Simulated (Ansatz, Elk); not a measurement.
# TlS3Br: X-ray structure factors from the self-consistent density

Structure refinements treat a crystal as free atoms side by side. For a made-up structure of TlS3Br (cell and positions from a PBEsol relaxation) the runs below show what the calculated density changes in F(hkl).

Method: DFT, PBE, all-electron APW+lo, Dirac cores, scalar-relativistic bands, static density, no spin, in Elk 11.2.3 (patched build).

The structure was built from a prototype and need not be the compound's stable phase.

## 1. Set-up

Symmetry: Cmmm, No. 65, orthorhombic system. The conventional cell has a = 4.822 Å, b = 9.924 Å, c = 5.454 Å, α = 90.00°, β = 90.00°, γ = 90.00°. Nearest to Tl lie 6 S at 2.73 to 2.76 Å. Nearest to Br lie 2 S at 2.41 Å. S has 2 S at 2.41 Å and 2 Tl at 2.76 Å nearest. Nearest to S lie 2 Br at 2.41 Å and 2 Tl at 2.73 Å. Farther neighbours and most contacts between anions are not listed.

Structure file:

```cif
data_structure
_symmetry_space_group_name_H-M 'P 1'
_symmetry_Int_Tables_number 1
_cell_length_a 5.5168
_cell_length_b 5.5168
_cell_length_c 5.4539
_cell_angle_alpha 90.000
_cell_angle_beta 90.000
_cell_angle_gamma 128.168
_cell_volume 130.50
loop_
_atom_site_label
_atom_site_type_symbol
_atom_site_fract_x
_atom_site_fract_y
_atom_site_fract_z
_atom_site_occupancy
Tl1 Tl 0.00000 0.00000 0.00000 1
Br2 Br 0.50000 0.50000 0.50000 1
S3 S 0.50000 0.00000 0.00000 1
S4 S 0.00000 0.50000 0.00000 1
S5 S 0.00000 0.00000 0.50000 1
```

## 2. Ground state and structure factors

An all-electron density is needed, since X-rays see the cores too. Task 0 finds the density and task 195 Fourier-transforms it; tshift is off so that phases refer to the origin typed.

Contents of elk.in:

```
tasks
  0
  195

xctype
  20

spinpol
  .false.

rgkmax
  7.0

gmaxvr
  14.0

lmaxo
  7

lmaxapw
  8

swidth
  0.002

tshift
  .false.

ramdisk
  .false.

hmaxvr
  5.5

maxscl
  120

epspot
  1e-06

sppath
  './'

avec
  4.55639523113 -9.37688701419 -0.00000000000
  4.55639523113 9.37688701419 0.00000000000
  0.00000000000 0.00000000000 10.30629235072

atoms
  3
  'Tl.in'
  1
  0.0000000000 0.0000000000 -0.0000000000   0.000000 0.000000 0.000000
  'Br.in'
  1
  0.5000000000 0.5000000000 0.5000000000   0.000000 0.000000 0.000000
  'S.in'
  3
  0.5000000000 -0.0000000000 0.0000000000   0.000000 0.000000 0.000000
  -0.0000000000 0.5000000000 -0.0000000000   0.000000 0.000000 0.000000
  -0.0000000000 0.0000000000 0.5000000000   0.000000 0.000000 0.000000

ngridk
  5 5 4
```

On the command line:

```bash
$ OMP_NUM_THREADS=4 elk
```

Numbers of over 12 decimals in the logs are rounded to 6 here.

Output:

```text
┌─────────────────────────┐
│ Elk code version 11.2.3 │
└─────────────────────────┘

All units are atomic (Hartree, Bohr, etc.)

┌─────────────────────────────────────────────────┐
│ Ground-state run starting from atomic densities │
└─────────────────────────────────────────────────┘

Lattice vectors :
   4.556395231      -9.376887014      -0.000000000
   4.556395231       9.376887014       0.000000000
   0.000000000       0.000000000       10.30629235

Reciprocal lattice vectors :
  0.6894908133     -0.3350357799       0.000000000
  0.6894908133      0.3350357799      -0.000000000
   0.000000000      -0.000000000      0.6096455537

Unit cell volume      :    880.6686263
Brillouin zone volume :   0.2816612356

Muffin-tin inner radius fraction :   0.1000000000E-01

Nuclei treated as point charges

Species : 1 (Tl)
 parameters loaded from : Tl.in
 name : thallium
 nuclear charge    :   -81.00000000
 electronic charge :    81.00000000
 atomic mass :    372567.9643
 muffin-tin radius :    2.800000000
 number of radial points in muffin-tin :   1393
 inner part over the whole radius :   0.9893942913E-02
 number on inner part of muffin-tin    :   1000
 approximate nuclear radius :   0.1043008296E-03
 number of mesh points to nuclear radius :    525
 atomic positions (lattice), magnetic fields (Cartesian) :
  1 :   0.00000000  0.00000000  0.00000000    0.00000000  0.00000000  0.00000000

Species : 2 (Br)
 parameters loaded from : Br.in
 name : bromine
 nuclear charge    :   -35.00000000
 electronic charge :    35.00000000
 atomic mass :    145656.0816
 muffin-tin radius :    2.351162729
 number of radial points in muffin-tin :    993
 inner part over the whole radius :   0.9993896384E-02
 number on inner part of muffin-tin    :    703
 approximate nuclear radius :   0.7858070945E-04
 number of mesh points to nuclear radius :    344
 atomic positions (lattice), magnetic fields (Cartesian) :
  1 :   0.50000000  0.50000000  0.50000000    0.00000000  0.00000000  0.00000000

Species : 3 (S)
 parameters loaded from : S.in
 name : sulphur
 nuclear charge    :   -16.00000000
 electronic charge :    16.00000000
 atomic mass :    58450.91931
 muffin-tin radius :    2.155232502
 number of radial points in muffin-tin :    793
 inner part over the whole radius :   0.9952107736E-02
 number on inner part of muffin-tin    :    554
 approximate nuclear radius :   0.6195814986E-04
 number of mesh points to nuclear radius :    251
 atomic positions (lattice), magnetic fields (Cartesian) :
  1 :   0.50000000  0.00000000  0.00000000    0.00000000  0.00000000  0.00000000
  2 :   0.00000000  0.50000000  0.00000000    0.00000000  0.00000000  0.00000000
  3 :   0.00000000  0.00000000  0.50000000    0.00000000  0.00000000  0.00000000

Total number of atoms per unit cell :    5
Total muffin-tin volume :    272.1980110
 ratio of muffin-tin to unit cell volume :   0.3090810810

Spin treatment :
 spin-unpolarised

Number of Bravais lattice symmetries :    8
Number of crystal symmetries         :    8
Crystal has inversion symmetry
Real symmetric eigensolver will be used

k-point grid :      5     5     4
k-point offset :    0.000000000       0.000000000       0.000000000
k-point set is reduced with full crystal symmetry group
Total number of k-points :       27

Muffin-tin radius times maximum |G+k| :    7.000000000
 using average radius
Maximum |G+k| for APW functions       :    3.012862279
Maximum (1/2)|G+k|²                   :    4.538669556
Maximum |G| for potential and density :    14.00000000
Constant for pseudocharge density :   10
 order of it for each species :   17  17  17
 order of it for pair densities of each species (exact exchange by exxq0 0: 18) :   14  10   8
Radial integration step length :    1

G-vector grid sizes :     48    48    48
Number of G-vectors :    40841

Maximum angular momentum used for
 APW functions            :    8
 outer part of muffin-tin :    7
 inner part of muffin-tin :    2

Total nuclear charge    :   -164.0000000
[...]
xc potential                :     -717.24063652151
 exchange                    :     -542.33337394496
 correlation                 :     -8.596647
 electron entropic           :    -0.14136237251415E-02
 total energy                :     -24094.416817649

Density of states at Fermi energy :    108.4082934
 (states/Hartree/unit cell)

Estimated indirect band gap :   0.3040991866E-03
 from k-point 16 to k-point 10
Estimated direct band gap   :   0.1260368871E-02
 at k-point 16

Charges :
 core                        :    110.0000000
 valence                     :    54.00000000
 interstitial                :    8.484519763
 muffin-tins (core leakage)
  species : 1 (Tl)
   atom 1                    :    79.31534796     (  0.3874229841E-04)
  species : 2 (Br)
[...]
species : 3 (S)
[...]
total in muffin-tins        :    155.5154802
 total calculated charge     :    163.9982823
 total charge                :    164.0000000
 error                       :   0.1717697927E-02

RMS change in Kohn-Sham potential (target) :   0.3280772733     (  0.1000000000E-05)
Absolute change in total energy (target)   :   0.6602534635     (  0.1000000000E-03)

[... loops 3 to 14 left out ...]

┌──────────────────┐
│ Loop number : 15 │
└──────────────────┘

Energies :
 Fermi                       :     0.108776
 sum of occupied eigenvalues :     -14721.927485373
 electron kinetic            :      27390.329954046
 core electron kinetic       :      26883.468375903
 Coulomb                     :     -50931.959118054
 Coulomb potential           :     -41392.861235953
 nuclear-nuclear             :     -1680.0663038881
 electron-nuclear            :     -57134.698354787
 Hartree                     :      7882.8055406212
 Madelung                    :     -30235.528500078
 xc potential                :     -719.39620346593
 exchange                    :     -542.49448508983
 correlation                 :     -8.601207
 electron entropic           :    -0.18076149290548E-02
 total energy                :     -24092.726663645

Density of states at Fermi energy :    136.3099618
 (states/Hartree/unit cell)

Estimated indirect band gap :   0.1260880091E-02
 from k-point 24 to k-point 11
Estimated direct band gap   :   0.8265312702E-02
 at k-point 6

Charges :
 core                        :    110.0000000
 valence                     :    54.00000000
 interstitial                :    8.329109785
 muffin-tins (core leakage)
  species : 1 (Tl)
[...]
species : 2 (Br)
[...]
species : 3 (S)
[...]
total in muffin-tins        :    155.6708902
 total calculated charge     :    163.9982350
 total charge                :    164.0000000
 error                       :   0.1764974385E-02

RMS change in Kohn-Sham potential (target) :   0.6782176185E-06 (  0.1000000000E-05)
Absolute change in total energy (target)   :   0.9600329577E-04 (  0.1000000000E-03)

Convergence targets achieved

┌──────────────────┐
│ Loop number : 16 │
└──────────────────┘

Energies :
 Fermi                       :     0.108777
 sum of occupied eigenvalues :     -14721.927385086
 electron kinetic            :      27390.330050666
 core electron kinetic       :      26883.468452004
 Coulomb                     :     -50931.959118595
 Coulomb potential           :     -41392.861242072
 nuclear-nuclear             :     -1680.0663038881
 electron-nuclear            :     -57134.698347233
 Hartree                     :      7882.8055325258
 Madelung                    :     -30235.528497559
 xc potential                :     -719.39619367984
 exchange                    :     -542.49448492633
 correlation                 :     -8.601207
 electron entropic           :    -0.18076193721101E-02
 total energy                :     -24092.726567392

Density of states at Fermi energy :    136.3103809
 (states/Hartree/unit cell)

Estimated indirect band gap :   0.1260884391E-02
 from k-point 24 to k-point 11
Estimated direct band gap   :   0.8265235878E-02
 at k-point 6

Charges :
 core                        :    110.0000000
 valence                     :    54.00000000
 interstitial                :    8.329108009
 muffin-tins (core leakage)
  species : 1 (Tl)
[...]
species : 2 (Br)
[...]
species : 3 (S)
   atom 1                    :    14.23024964     (  0.9220645102E-04)
   atom 2                    :    14.23024964     (  0.9220645102E-04)
   atom 3                    :    14.28482330     (  0.9289548688E-04)
 total in muffin-tins        :    155.6708920
 total calculated charge     :    163.9982350
 total charge                :    164.0000000
 error                       :   0.1764976377E-02

┌──────────────────────────────┐
│ Self-consistent loop stopped │
└──────────────────────────────┘

Wrote STATE.OUT
```

It took 42 s on 4 threads of Arm Neoverse V1, shared host; peak memory 0.22 GiB; 1.7 min of CPU time.

SFACRHO.OUT:

```text

h k l indices transformed by vhmat matrix:
   1.000000000       0.000000000       0.000000000    
   0.000000000       1.000000000       0.000000000    
   0.000000000       0.000000000       1.000000000    

      h      k      l  multipl.   |H|            Re(F)            Im(F)           |F|

      0      0      0      1   0.0000000       164.00000      0.25326442E-15   164.00000    
      0      0      1      2  0.60964555       58.824147      0.48213356E-14   58.824147    
      1     -1      0      2  0.67007156       94.683298     -0.88009188E-16   94.683298    
     -1      0      0      4  0.76658108       57.576714     -0.23826146E-13   57.576714    
      1     -1      1      4  0.90590485       3.9518878      0.50286873E-14   3.9518878    
     -1      0     -1      8  0.97944589       90.541138     -0.81043826E-15   90.541138    
      2     -1      0      4   1.2188676       53.188990     -0.69474722E-14   53.188990    
      0      0      2      2   1.2192911       133.29353     -0.81039639E-14   133.29353    
     -2      2      0      2   1.3401431       129.26600      0.79744854E-16   129.26600    
     -2      1      1      8   1.3628302       84.892795      0.36268286E-13   84.892795    
      1      1      0      2   1.3789816       84.842054     -0.18666185E-13   84.842054    
      1     -1      2      4   1.3912824       84.448661     -0.91546085E-14   84.448661    
      1      0     -2      8   1.4402491       51.173129      0.17818490E-13   51.173129    
      2     -2      1      4   1.4722946       50.802759      0.44838972E-14   50.802759    
     -1     -1      1      4   1.5077327       8.1264157     -0.36690057E-13   8.1264157    
     -2      0      0      4   1.5331622       124.34633      0.39601749E-13   124.34633    
     -2      0      1      8   1.6499254       49.111276     -0.15062786E-13   49.111276    
     -1      2      2      8   1.7240386       48.452034     -0.13456809E-13   48.452034
```

Elk indexes on the primitive cell of elk.in and gives |H| = 4π sin θ/λ in inverse bohr. Below, one row stands for each form hkl of the conventional cell (m members, Friedel mates merged), F is for one primitive cell and the density is static (no thermal factor). Free-atom factors are Waasmaier and Kirfel's, and R is Σm||F|−|F'||/Σm|F|.

| hkl | m | sin θ/λ (Å⁻¹) | abs F, DFT | neutral atoms | diff. |
| --- | --- | --- | --- | --- | --- |
| 001 | 2 | 0.092 | 58.824 | 58.972 | -0.148 |
| 020 | 2 | 0.101 | 94.683 | 94.986 | -0.302 |
| 110 | 4 | 0.115 | 57.577 | 57.579 | -0.002 |
| 021 | 4 | 0.136 | 3.952 | 4.184 | -0.232 |
| 111 | 8 | 0.147 | 90.541 | 90.685 | -0.144 |
| 130 | 4 | 0.183 | 53.189 | 53.267 | -0.078 |
| 002 | 2 | 0.183 | 133.293 | 133.408 | -0.115 |
| 040 | 2 | 0.202 | 129.266 | 129.588 | -0.322 |
| 131 | 8 | 0.205 | 84.893 | 84.975 | -0.083 |
| 200 | 2 | 0.207 | 84.842 | 84.734 | +0.108 |
| 022 | 4 | 0.209 | 84.449 | 84.550 | -0.101 |
| 112 | 8 | 0.217 | 51.173 | 51.150 | +0.023 |
| 041 | 4 | 0.221 | 50.803 | 50.846 | -0.044 |
| 201 | 4 | 0.227 | 8.126 | 8.758 | -0.631 |
| 220 | 4 | 0.231 | 124.346 | 123.840 | +0.506 |
| 221 | 8 | 0.248 | 49.111 | 49.190 | -0.079 |
| 132 | 8 | 0.259 | 48.452 | 48.514 | -0.062 |
| 150 | 4 | 0.272 | 47.683 | 47.730 | -0.047 |

## 3. The highest occupied states alone

An energy window below the Fermi level keeps the highest occupied states, to see at which angles they scatter; shallow core shells can lie inside it and anion s states outside. No new self-consistency is needed.

elk.in, as its differences from that of step 2:

```diff
@@ -1,3 +1,2 @@
 tasks
-  0
   195
@@ -40,2 +39,5 @@
 
+wsfac
+  -0.258720 0.408780
+
 sppath
```

On the command line:

```bash
$ OMP_NUM_THREADS=4 elk
```

Output:

```text
┌─────────────────────────────────┐
│ Elk code version 11.2.3 started │
└─────────────────────────────────┘

Info(readinput): the functional depends on the density's gradient
 muffin-tin radial points multiplied by    2.00000
 (not where nrmtscf is given)

┌────────────────────┐
│ Current task : 195 │
└────────────────────┘
Info(checkmt): changed muffin-tin radius of species 2 (Br) from   2.4000 to   2.3512
Info(checkmt): changed muffin-tin radius of species 3 (S) from   2.2000 to   2.1552

Info(sfacrho): density structure factors written to SFACRHO.OUT

 Energy window :  -0.2587200000      0.4087800000

┌──────────────────┐
│ Elk code stopped │
└──────────────────┘
```

It took 18 s on 4 threads; peak memory 0.16 GiB; 21 s of CPU time.

States within 10 eV below the Fermi level hold 20.50 electrons; any levels below the window count with the cores, and a count that is not whole means the window cuts a band. Their amplitudes can exceed the total, where window and core parts have opposite phase:

| hkl | sin θ/λ (Å⁻¹) | abs F, window | abs F, all |
| --- | --- | --- | --- |
| 001 | 0.092 | 1.223 | 58.824 |
| 020 | 0.101 | 1.657 | 94.683 |
| 110 | 0.115 | 0.829 | 57.577 |
| 021 | 0.136 | 7.992 | 3.952 |
| 111 | 0.147 | 0.978 | 90.541 |
| 130 | 0.183 | 0.332 | 53.189 |
| 002 | 0.183 | 5.470 | 133.293 |
| 040 | 0.202 | 3.992 | 129.266 |
| 131 | 0.205 | 0.375 | 84.893 |
| 200 | 0.207 | 0.297 | 84.842 |

## 4. Another functional

The difference from free atoms is small, so it is set against the change that PBEsol makes.

elk.in, as its differences from that of step 3:

```diff
@@ -1,2 +1,3 @@
 tasks
+  0
   195
@@ -4,3 +5,3 @@
 xctype
-  20
+  22
 
@@ -39,5 +40,2 @@
 
-wsfac
-  -0.258720 0.408780
-
 sppath
```

On the command line:

```bash
$ OMP_NUM_THREADS=4 elk
```

Output:

```text
┌─────────────────────────┐
│ Elk code version 11.2.3 │
└─────────────────────────┘

All units are atomic (Hartree, Bohr, etc.)

┌─────────────────────────────────────────────────┐
│ Ground-state run starting from atomic densities │
└─────────────────────────────────────────────────┘

Lattice vectors :
   4.556395231      -9.376887014      -0.000000000
   4.556395231       9.376887014       0.000000000
   0.000000000       0.000000000       10.30629235

Reciprocal lattice vectors :
  0.6894908133     -0.3350357799       0.000000000
[...]
interstitial                :    8.389761959
 muffin-tins (core leakage)
  species : 1 (Tl)
[...]
species : 2 (Br)
[...]
species : 3 (S)
[...]
atom 2                    :    14.20952304     (  0.9292730523E-04)
   atom 3                    :    14.26322375     (  0.9361734004E-04)
 total in muffin-tins        :    155.6102380
 total calculated charge     :    163.9982534
 total charge                :    164.0000000
 error                       :   0.1746575828E-02

┌──────────────────────────────┐
│ Self-consistent loop stopped │
└──────────────────────────────┘

Wrote STATE.OUT
[key lines of the parts left out:]
total energy                :     -24083.635610906
```

Wall time 42 s (4 threads); peak memory 0.22 GiB.

Against the first run R = 0.01 %; the largest change is -0.067 at 220.

## 5. Basis size

The basis and the expansions that go with it are enlarged, to see whether the differences are converged.

elk.in, as its differences from that of step 4:

```diff
@@ -5,3 +5,3 @@
 xctype
-  22
+  20
 
@@ -11,12 +11,12 @@
 rgkmax
-  7.0
+  8.5
 
 gmaxvr
-  14.0
+  18.0
 
 lmaxo
-  7
+  9
 
 lmaxapw
-  8
+  10
```

On the command line:

```bash
$ OMP_NUM_THREADS=4 elk
```

Output:

```text
┌─────────────────────────┐
│ Elk code version 11.2.3 │
└─────────────────────────┘

All units are atomic (Hartree, Bohr, etc.)

┌─────────────────────────────────────────────────┐
│ Ground-state run starting from atomic densities │
└─────────────────────────────────────────────────┘

Lattice vectors :
   4.556395231      -9.376887014      -0.000000000
   4.556395231       9.376887014       0.000000000
   0.000000000       0.000000000       10.30629235

Reciprocal lattice vectors :
  0.6894908133     -0.3350357799       0.000000000
[...]
interstitial                :    8.311002860
 muffin-tins (core leakage)
  species : 1 (Tl)
[...]
species : 2 (Br)
[...]
species : 3 (S)
[...]
atom 2                    :    14.23417767     (  0.9229268071E-04)
   atom 3                    :    14.28812335     (  0.9297354632E-04)
 total in muffin-tins        :    155.6889971
 total calculated charge     :    163.9998107
 total charge                :    164.0000000
 error                       :   0.1893081730E-03

┌──────────────────────────────┐
│ Self-consistent loop stopped │
└──────────────────────────────┘

Wrote STATE.OUT
[key lines of the parts left out:]
total energy                :     -24092.733224956
```

The job ended after 1.9 min (4 threads; peak memory 0.44 GiB).

Against the first run R = 0.01 %; the largest change is -0.016 at 006.

## 6. Settings against the effect

| run | R against the first run (%) | R against neutral atoms, low angle (%) | wall time |
| --- | --- | --- | --- |
| PBE, rgkmax 7 | 0.00 | 0.18 | 42 s |
| PBEsol | 0.01 | 0.18 | 42 s |
| rgkmax 8.5 with larger expansions | 0.01 | 0.18 | 1.9 min |

## 7. Outcome

| Property | Result |
| --- | --- |
| R against neutral atoms, sin θ/λ < 0.3 Å⁻¹ | 0.18 % |
| R against neutral atoms, 0.3 to 0.59 Å⁻¹ | 0.12 % |

Independent neutral atoms miss the calculated amplitudes by R = 0.18 % below 0.3 Å⁻¹ and 0.12 % from there to 0.59 Å⁻¹; by shells, 0.23 % below 0.15 Å⁻¹ (5 forms), 0.17 % 0.15 to 0.3 (21 forms), 0.16 % 0.3 to 0.45 (44 forms), 0.10 % above 0.45 (79 forms). Bonding, aspherical density and the tables' own atoms all enter these figures, and the runs don't part them. The largest change of an amplitude is -0.63 electrons, at 201. The window's part falls from 20.5 electrons at the origin to at most 0.55 between 0.45 and 0.59 Å⁻¹. Below 0.3 Å⁻¹ the changes that finished (PBEsol and rgkmax 8.5 with larger expansions) move F by R = 0.02 % at most, against the 0.18 % that separates it from free atoms. The k-mesh has no finished test. Spin-orbit coupling is left out, which can matter for elements this heavy. Part of the difference isn't bonding: the tables are fits to free atoms and ions calculated by other methods than this functional. Thermal motion, anomalous dispersion and extinction are left out.

[Logs are printed without paths, hosts, clocks, repeated set-up lines and the standing remarks that a program may print on its own settings, such as how far it seeks lower states.]

[Hosts, paths, dates, database ids (printed as entryN), source tags and the programs' standing remarks are cut or masked in the printed files.]
